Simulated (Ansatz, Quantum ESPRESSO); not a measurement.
## SiW (Pm-3m): zone-centre phonons

Wanted: the vibrations of SiW (Pm-3m) at Γ, by two programs.

Calculated with Quantum ESPRESSO 7.5; DFT PBE, scalar-relativistic, plane waves, PseudoDojo norm-conserving pseudopotentials.

This is a report of a sequence of runs, with most program output left out.

The structure was built from a prototype and need not be the compound's stable phase.

## 1. The structure

The structure is cubic, space group Pm-3m (No. 221). The conventional cell has a = 3.081 Å, b = 3.081 Å, c = 3.081 Å, α = 90.00°, β = 90.00°, γ = 90.00°. Nearest to Si lie 8 W at 2.67 Å. Nearest to W lie 8 Si at 2.67 Å. Farther neighbours are not listed.

## 2. A first look

A cheap run with smearing and empty bands tells whether the crystal has a gap, which decides between fixed occupations and smearing later on.

probe.in

```
&CONTROL
  calculation = 'scf'
  prefix      = 'x'
  outdir      = './tmp'
  pseudo_dir  = './pseudo'
  tprnfor     = .true.
  tstress     = .true.
  verbosity   = 'high'
/
&SYSTEM
  ibrav       = 1
  celldm(1)   = 5.82313655
  nat         = 2
  ntyp        = 2
  ecutwfc     = 74.0
  occupations = 'smearing'
  smearing    = 'gaussian'
  degauss     = 0.01
/
&ELECTRONS
  conv_thr         = 1.0d-07
  mixing_beta      = 0.7
  electron_maxstep = 100
/
ATOMIC_SPECIES
 Si     28.0850  Si.upf
 W     183.8400  W.upf
ATOMIC_POSITIONS crystal
 Si     0.000000000   0.000000000   0.000000000
 W      0.500000000   0.500000000   0.500000000
K_POINTS automatic
 6 6 6 0 0 0
```

On the command line:

```
$ OMP_NUM_THREADS=1 mpirun -n 4 pw.x -nk 4 -in probe.in > probe.out
```

The job ended after 2.5 s (4 MPI ranks of Intel Xeon Platinum 8488C (Sapphire Rapids), shared host).

Numbers from this step:

```yaml
volume_per_atom: 14.63 Å³
pressure: -3.639 GPa
gap_on_the_k_mesh: 0 eV
```

No gap opens on this mesh, so smearing is kept; the start stands at -3.6 GPa.

## 3. Relaxing the cell and atoms

The relaxation runs at a cutoff a fifth above that of the response, since stress converges more slowly with the basis than frequencies do. Forces and stress are brought to rest with tight thresholds.

relax.in

```
&CONTROL
  calculation   = 'vc-relax'
  prefix        = 'x'
  outdir        = './tmp'
  pseudo_dir    = './pseudo'
  tprnfor       = .true.
  tstress       = .true.
  forc_conv_thr = 2.0d-05
  etot_conv_thr = 1.0d-07
  nstep         = 40
/
&SYSTEM
  ibrav       = 1
  celldm(1)   = 5.82313655
  nat         = 2
  ntyp        = 2
  ecutwfc     = 89
  occupations = 'smearing'
  smearing    = 'mv'
  degauss     = 0.02
/
&ELECTRONS
  conv_thr         = 1.0d-11
  mixing_beta      = 0.7
  electron_maxstep = 100
/
&IONS
/
&CELL
  press_conv_thr = 0.2
/
ATOMIC_SPECIES
 Si     28.0850  Si.upf
 W     183.8400  W.upf
ATOMIC_POSITIONS crystal
 Si     0.000000000   0.000000000   0.000000000
 W      0.500000000   0.500000000   0.500000000
K_POINTS automatic
 12 12 12 0 0 0
```

On the command line:

```
$ OMP_NUM_THREADS=1 mpirun -n 4 pw.x -nk 4 -in relax.in > relax.out
```

Run time: 38 s. Hardware: 4 MPI ranks.

Relaxation path:

| step | energy less that of the first step (eV) | largest force (eV/Å) | pressure (GPa) | volume (Å³) |
| --- | --- | --- | --- | --- |
| 1 | 0.0000 | 0.0000 | -4.97 | 29.26 |
| 2 | -0.0103 | 0.0000 | 0.60 | 28.52 |
| 3 | -0.0105 | 0.0000 | -0.02 | 28.60 |
| 4 | -0.0105 | 0.0000 | 0.00 | 28.60 |
| 5 | -0.0104 | 0.0000 | 0.00 | 28.60 |

| conventional cell, symmetrised | before | after | change |
| --- | --- | --- | --- |
| a (Å) | 3.081 | 3.058 | -0.8 % |
| b (Å) | 3.081 | 3.058 | -0.8 % |
| c (Å) | 3.081 | 3.058 | -0.8 % |
| volume (Å³/atom) | 14.63 | 14.30 | -2.3 % |

The relaxed structure:

```
CELL_PARAMETERS angstrom
3.05810 0.00000 0.00000
0.00000 3.05810 0.00000
0.00000 0.00000 3.05810
ATOMIC_POSITIONS crystal
Si 0.00000 0.00000 0.00000
W 0.50000 0.50000 0.50000
```

The last row of the table of steps is pw.x's closing run on a basis chosen anew for the final cell, so its energy can jump.

Read from the output:

| Property | Result |
| --- | --- |
| volume per atom | 14.30 Å³ |
| pressure | 0 GPa |

The volume changes by -2.3 % from the cell with which this run began.

## 4. Self-consistent run for the response

The response is built on this ground state, so it is converged far tighter than an energy would need. Smearing stays on, as the first look found no gap above 0.3 eV.

scf.in

```
&CONTROL
  calculation = 'scf'
  prefix      = 'x'
  outdir      = './tmp'
  pseudo_dir  = './pseudo'
  tprnfor     = .true.
  tstress     = .true.
/
&SYSTEM
  ibrav       = 1
  celldm(1)   = 5.77897025
  nat         = 2
  ntyp        = 2
  ecutwfc     = 74.0
  occupations = 'smearing'
  smearing    = 'mv'
  degauss     = 0.02
/
&ELECTRONS
  conv_thr         = 1.0d-12
  mixing_beta      = 0.7
  electron_maxstep = 100
/
ATOMIC_SPECIES
 Si     28.0850  Si.upf
 W     183.8400  W.upf
ATOMIC_POSITIONS crystal
 Si     0.000000000   0.000000000   0.000000000
 W      0.500000000   0.500000000   0.500000000
K_POINTS automatic
 12 12 12 0 0 0
```

On the command line:

```
$ OMP_NUM_THREADS=1 mpirun -n 4 pw.x -nk 4 -in scf.in > scf.out
```

Run time: 7.9 s. Hardware: 4 MPI ranks; 30 s of CPU time.

Numbers from this step:

```
pressure : -0.02200 GPa
```

The cell stands at -0.022 GPa, close enough for phonons.

## 5. Linear response at Γ

At q = 0 one unit cell holds all displacements; symmetry groups them into irreducible representations that are solved one by one. With smeared occupations no response to a homogeneous field can be asked.

ph.in

```
phonons
&INPUTPH
  prefix       = 'x'
  outdir       = './tmp'
  fildyn       = 'g.dyn'
  tr2_ph       = 1.0d-18
  alpha_mix(1) = 0.4
  nmix_ph      = 8
/
0.000000000000 0.000000000000 0.000000000000
```

On the command line:

```
$ OMP_NUM_THREADS=1 mpirun -n 4 ph.x -nk 4 -in ph.in > ph.out
```

The job ended after 77 s (4 MPI ranks).

This step gave:

| Item | Value |
| --- | --- |
| largest acoustic frequency at the zone centre before the sum rule | 0.54 cm⁻¹ |
| highest optical zone-centre mode (no LO-TO term) | 269.0 cm⁻¹ |
| lowest optical zone-centre mode | 269.0 cm⁻¹ |

The acoustic modes at Γ come out as far as 0.5 cm⁻¹ from zero, where they should vanish, a small numerical error.

## 6. Modes with the sum rule

A rigid shift of the crystal must cost nothing, but grids and finite bases break this; the acoustic sum rule is imposed before the matrix is diagonalised again.

dynmat.in

```
&INPUT
  fildyn = 'g.dyn'
  asr    = 'simple'
  fileig = 'dynmat.eig'
/
```

On the command line:

```
$ dynmat.x -in dynmat.in > dynmat.out
```

The job ended after 0.66 s (1 thread).

Unit eigenvectors of the mass-weighted matrix after the sum rule; no LO-TO term. The modes at Γ (shares of kinetic energy by element, %):

| mode | frequency (cm⁻¹) | symmetry | Si % | W % |
| --- | --- | --- | --- | --- |
| 1 | 0.0 | acoustic | 13 | 87 |
| 2 | 0.0 | acoustic | 13 | 87 |
| 3 | 0.0 | acoustic | 13 | 87 |
| 4 | 269.0 | T1u | 87 | 13 |
| 5 | 269.0 | T1u | 87 | 13 |
| 6 | 269.0 | T1u | 87 | 13 |

Displacements in mode 5 (269.0 cm⁻¹), the largest set to 1:
```
Si1  0.00  0.00  1.00
W2   0.00  0.00 -0.15
```

The rule moves no optical mode by more than 0.1 cm⁻¹.

## 7. Cross-check with Ansatz

A second program on the same cell, potentials, cutoff and meshes tests the implementation of the phonon response, not its convergence. Its k mesh is centred on Γ.

This step: DFT PBE, scalar-relativistic, plane waves, PseudoDojo norm-conserving pseudopotentials (Ansatz 0.2.0).

input.yaml

```yaml
crystal:
  lattice:
    - [3.0580993612, 0.0, 0.0]
    - [0.0, 3.0580993612, 0.0]
    - [0.0, 0.0, 3.0580993612]
  atoms:
    - { symbol: Si, position: [0.0, 0.0, 0.0] }
    - { symbol: W, position: [0.5, 0.5, 0.5] }
kpoints:
  mp_grid: { grid: [12, 12, 12] }
hamiltonian:
  xc: pbe
  pseudopotentials: { kind: nc, accuracy: standard }
scf:
  occupations: { method: cold, width: 0.27211 }
output:
  eigenvalues: true
basis:
  ecutwfc: 1006.821
phonons:
  method: dfpt
```

On the command line:

```
$ ansatz run input.yaml --threads 4 --pin off --max-ram 8192MiB --backend cpu --events-out ev --progress --plain --runs-dir out
```

The job ended after 13 s (4 threads; peak memory 1.1 GiB; 38 s of CPU time).

This step gave:

* sum-rule residual before enforcement: 2.19e-4 eV/Å²
* highest optical zone-centre mode (no LO-TO term): 269.1 cm⁻¹
* lowest optical zone-centre mode: 269.1 cm⁻¹

## 8. Side by side: QE PseudoDojo and Ansatz, PseudoDojo

Numbers from this step:

```yaml
root_mean_square_difference: 0.01 cm⁻¹
largest_difference: 0.01 cm⁻¹
```

Frequencies side by side, by row:

| q (reciprocal lattice) | mode | QE PseudoDojo (cm⁻¹) | Ansatz, PseudoDojo (cm⁻¹) |
| --- | --- | --- | --- |
| 0 0 0 | 1 | 0 | 0 |
| 0 0 0 | 2 | 0 | 0 |
| 0 0 0 | 3 | 0 | 0 |
| 0 0 0 | 4 | 269 | 269.1 |
| 0 0 0 | 5 | 269 | 269.1 |
| 0 0 0 | 6 | 269 | 269.1 |

At the zone centre the largest difference (acoustic modes at Γ apart) is 0.004 % of the highest mode.

## 9. Results

| Item | Value |
| --- | --- |
| space group after relaxation | Pm-3m |
| volume per atom | 14.3 Å³ |
| highest optical zone-centre mode (no LO-TO term) | 269.0 cm⁻¹ |
| imaginary optical modes at the zone centre (no q mesh in this session) | none |
| largest difference from Ansatz, PseudoDojo | 0.01 cm⁻¹ |

**Reading.** At the PBE level the optical modes of SiW (Pm-3m) at the zone centre lie at 269 cm⁻¹. QE PseudoDojo and Ansatz, PseudoDojo agree to 0.01 cm⁻¹ (0.004 % of the highest mode compared) on all solved modes but the acoustic ones at Γ, without the LO-TO term. Left out of this account: LDA with GBRV ultrasoft, since its relaxed cell still carried stress; Wu-Cohen GGA with PseudoDojo NC, since it is gradient-corrected and no frozen-mode check or second program bears its response out; revPBE+D3 with PseudoDojo NC, since it is gradient-corrected and no frozen-mode check or second program bears its response out; vdW-DF-cx with JTH PAW, since it is gradient-corrected and no frozen-mode check or second program bears its response out. What is said of the levels holds for those shown. These are harmonic frequencies at zero temperature: anharmonic shifts and linewidths and thermal expansion are left out. Spin-orbit coupling is left out, which can matter for the heavy elements here. In a metal the frequencies hang on the k mesh and the smearing, most of all near Kohn anomalies. The structure is a hypothetical one, built on a prototype.

[Host names and launcher messages were left out of these logs when they were recorded.]

[Logs are printed without paths, hosts, clocks, repeated set-up lines and the standing remarks that a program may print on its own settings, such as how far it seeks lower states.]

[Hosts, paths, dates, database ids (printed as entryN), source tags and the programs' standing remarks are cut or masked in the printed files.]
